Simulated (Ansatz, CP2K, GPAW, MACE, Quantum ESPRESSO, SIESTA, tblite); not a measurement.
# Generalised stacking fault on (110) of a LiCl-LiBr solid solution (56 atoms) in CP2K, part 4 of 4

Wanted: CP2K inputs and outputs for generalised stacking fault on (110) of a LiCl-LiBr solid solution (56 atoms), checked against a plane-wave reference.

Program: CP2K 2026.2; the method stands at each step. Banners, paths, timers and routine set-up lines are dropped from the logs unmarked, and long logs keep their key lines alone; longer cuts are marked.

So far. Step 10 (RPBE, PBE potentials, DZVP-MOLOPT-SR, 800/50 Ry …): Against the first run (15 %), the force difference from the reference is 18 %, at 1.0 times the CPU time; the model has changed, so this is no error of the program alone. Step 11 (PBE, DZVP-MOLOPT-SR, 560/50 Ry, diagonalisation): Against the first run (15 %), the force difference from the reference is 15 %, at 1.2 times the CPU time: the change moves forces by 0.26 meV/Å r.m.s., so most of the difference comes from elsewhere.

### Step 12. The ladder

Differences are against the plane-wave reference, forces as r.m.s. over components; share is that over the reference's r.m.s. force, slope the least-squares factor from reference forces to these. Total energies of different programs have different zeros and aren't compared.

```
                                                                  run  Δ force, r.m.s. (meV/Å)  share (%)  slope  Δ pressure (GPa)  Δ gap (eV)  cores  CPU time  memory (GiB)
                                                            reference                        -          -      -                 -           -      2   7.9 min           2.0
                 CP2K PBE, DZVP-MOLOPT-SR, 800/50 Ry, diagonalisation                     16.4       14.9  1.131             0.173     -0.0232      2   8.2 min           3.8
                                       CP2K GFN1-xTB, diagonalisation                     49.8       45.3  0.926             -2.84           -      1      13 s          0.24
                      CP2K PBE, TZV2P-UZH, 800/50 Ry, diagonalisation                     3.61       3.29  1.024           -0.0734     -0.0511      4    12 min           5.3
       CP2K PBE, TZV2P-MOLOPT (SR for Li), 800/50 Ry, diagonalisation                     6.14       5.58  1.046             0.157     -0.0825      4    11 min           5.2
         CP2K PBE, SZV-MOLOPT-SR, 800/50 Ry, diagonalisation (coarse)                     44.6       40.6  1.319              3.18      -0.520      1   4.6 min           3.8
                CP2K PBE, DZVP-MOLOPT-SR, 1120/50 Ry, diagonalisation                     16.4       14.9  1.131             0.173     -0.0232      2   9.6 min           5.9
              CP2K PBE+D3, DZVP-MOLOPT-SR, 800/50 Ry, diagonalisation                     15.4       14.0  1.123            -0.966     -0.0232      2   8.2 min           3.8
        CP2K PBE, DZVP-MOLOPT-SR, 800/20 Ry, diagonalisation (coarse)                     78.8       71.6  1.120             0.793     -0.0201      2     6 min           3.8
CP2K RPBE, PBE potentials, DZVP-MOLOPT-SR, 800/50 Ry, diagonalisation                     19.5       17.7  1.158              1.90       0.209      2   8.3 min           3.9
        CP2K PBE, DZVP-MOLOPT-SR, 560/50 Ry, diagonalisation (coarse)                     16.4       14.9  1.131             0.173     -0.0232      2   9.6 min           2.2
```

Rows marked coarse were listed beforehand as settings not expected to be converged; some can still land near the reference.

CPU time is summed over cores on a shared host, where runs went side by side, so it is rough. Symmetry, cutoffs, thresholds, outputs and thread counts weren't matched or tuned between programs; memory under MPI is the largest rank's times the ranks.

Mean charges by element (e), by run and scheme:

```
                                                                  run     scheme     Li     Br     Cl
                 CP2K PBE, DZVP-MOLOPT-SR, 800/50 Ry, diagonalisation   Mulliken  +0.45  -0.45  -0.45
                 CP2K PBE, DZVP-MOLOPT-SR, 800/50 Ry, diagonalisation  Hirshfeld  +0.12  -0.08  -0.14
                                       CP2K GFN1-xTB, diagonalisation   Mulliken  +0.43  -0.28  -0.51
                      CP2K PBE, TZV2P-UZH, 800/50 Ry, diagonalisation   Mulliken  +0.37  -0.23  -0.45
                      CP2K PBE, TZV2P-UZH, 800/50 Ry, diagonalisation  Hirshfeld  +0.12  -0.08  -0.14
       CP2K PBE, TZV2P-MOLOPT (SR for Li), 800/50 Ry, diagonalisation   Mulliken  +0.55  -0.43  -0.62
       CP2K PBE, TZV2P-MOLOPT (SR for Li), 800/50 Ry, diagonalisation  Hirshfeld  +0.12  -0.08  -0.14
                CP2K PBE, DZVP-MOLOPT-SR, 1120/50 Ry, diagonalisation   Mulliken  +0.45  -0.45  -0.45
                CP2K PBE, DZVP-MOLOPT-SR, 1120/50 Ry, diagonalisation  Hirshfeld  +0.12  -0.08  -0.14
              CP2K PBE+D3, DZVP-MOLOPT-SR, 800/50 Ry, diagonalisation   Mulliken  +0.45  -0.45  -0.45
              CP2K PBE+D3, DZVP-MOLOPT-SR, 800/50 Ry, diagonalisation  Hirshfeld  +0.12  -0.08  -0.14
CP2K RPBE, PBE potentials, DZVP-MOLOPT-SR, 800/50 Ry, diagonalisation   Mulliken  +0.48  -0.48  -0.48
CP2K RPBE, PBE potentials, DZVP-MOLOPT-SR, 800/50 Ry, diagonalisation  Hirshfeld  +0.13  -0.09  -0.15
                 CP2K PBE, DZVP-MOLOPT-SR, 560/50 Ry, diagonalisation   Mulliken  +0.45  -0.45  -0.45
                 CP2K PBE, DZVP-MOLOPT-SR, 560/50 Ry, diagonalisation  Hirshfeld  +0.12  -0.08  -0.14
```

Within one program, basis, potentials and functional, energies share a zero. Each run against its twin at the usual cutoff or grid and solver:

```csv
run,twin,Δ energy (meV/atom),"Δ force, r.m.s. (meV/Å)",CPU time over the twin's
"CP2K PBE, DZVP-MOLOPT-SR, 1120/50 Ry, diagonalisation","DZVP-MOLOPT-SR, 800/50 Ry, diagonalisation",-1.0e-4,0.088,1.2
"CP2K PBE, DZVP-MOLOPT-SR, 800/20 Ry, diagonalisation","DZVP-MOLOPT-SR, 800/50 Ry, diagonalisation",-15.6,77.0,0.73
"CP2K PBE, DZVP-MOLOPT-SR, 560/50 Ry, diagonalisation","DZVP-MOLOPT-SR, 800/50 Ry, diagonalisation",-5.0e-4,0.257,1.2
```

### Step 13. Outcome

| Quantity | Value |
| --- | --- |
| nearest in forces | CP2K PBE, TZV2P-UZH, 800/50 Ry, diagonalisation, 3.3 % |
| its CPU time | 12 min |

What this shows: The PBE runs in local orbitals, coarse settings apart, differ by 3.3 % (CP2K PBE, TZV2P-UZH, 800/50 Ry, diagonalisation) to 15 % (CP2K PBE, DZVP-MOLOPT-SR, 1120/50 Ry, diagonalisation); basis, grid and potentials can all enter. Tight binding differs by 45 % (CP2K GFN1-xTB, diagonalisation); it is another model, with fitted parameters of its own, and the xTB methods hold dispersion. Rows with another functional or a dispersion term differ by 14 % (CP2K PBE+D3, DZVP-MOLOPT-SR, 800/50 Ry, diagonalisation) to 18 % (CP2K RPBE, PBE potentials, DZVP-MOLOPT-SR, 800/50 Ry, diagonalisation), which mixes the change of model with differences of basis and potentials, some of them made for another functional. CP2K GFN1-xTB, diagonalisation needed 166 SCF steps, so its time overstates the method's usual cost. Runs with settings chosen to be coarse differ by 15 % (CP2K PBE, DZVP-MOLOPT-SR, 560/50 Ry, diagonalisation) to 72 % (CP2K PBE, DZVP-MOLOPT-SR, 800/20 Ry, diagonalisation), their programs' other errors included. One electronic-structure run takes under half the reference's CPU time: CP2K GFN1-xTB, diagonalisation, at 45 % in 13 s against 7.9 min; its pressure misses by -2.8 GPa. CP2K PBE, SZV-MOLOPT-SR, 800/50 Ry, diagonalisation stiffens the forces by a factor of 1.32 while following their directions (correlation 0.983). At the same functional, gaps differ from the reference's 5.46 eV by between -0.52 and -0.02 eV. These are spacings on the run's k-points, which needn't hold the band edges. In pressure, CP2K PBE, SZV-MOLOPT-SR, 800/50 Ry, diagonalisation misses by +3.2 GPa, at the same functional. Charges hang on model, scheme and program or settings: among these rows the mean for Cl runs from -0.62 to -0.14 e. Periodic xTB results under one method name differ between programs and library versions. The reference's pressure holds the uncorrected Pulay stress of its 45 Ry basis, so small pressure differences, and their order, may be the reference's own error. The cell is under 6 Å thick along one periodic direction, so every atom has periodic images of itself close by, which move with it and show among its neighbours and in g(r). The reference's stress is far from hydrostatic: its diagonal is 3.0, -3.0, -0.8 GPa, compression counted positive. The host structure and its lattice constant were typed by rule, without a check against the phase diagram. The electronic-structure runs sample only Γ, in a cell whose shortest periodic width is 5 Å.

[Also dropped from logs without a mark: logging warnings of Python, and SIESTA's first energy breakdown and zero terms.]

[Logs are printed without paths, hosts, clocks, repeated set-up lines and the standing remarks that a program may print on its own settings, such as how far it seeks lower states.]

[Hosts, paths, dates, database ids (printed as entryN), source tags and the programs' standing remarks are cut or masked in the printed files.]
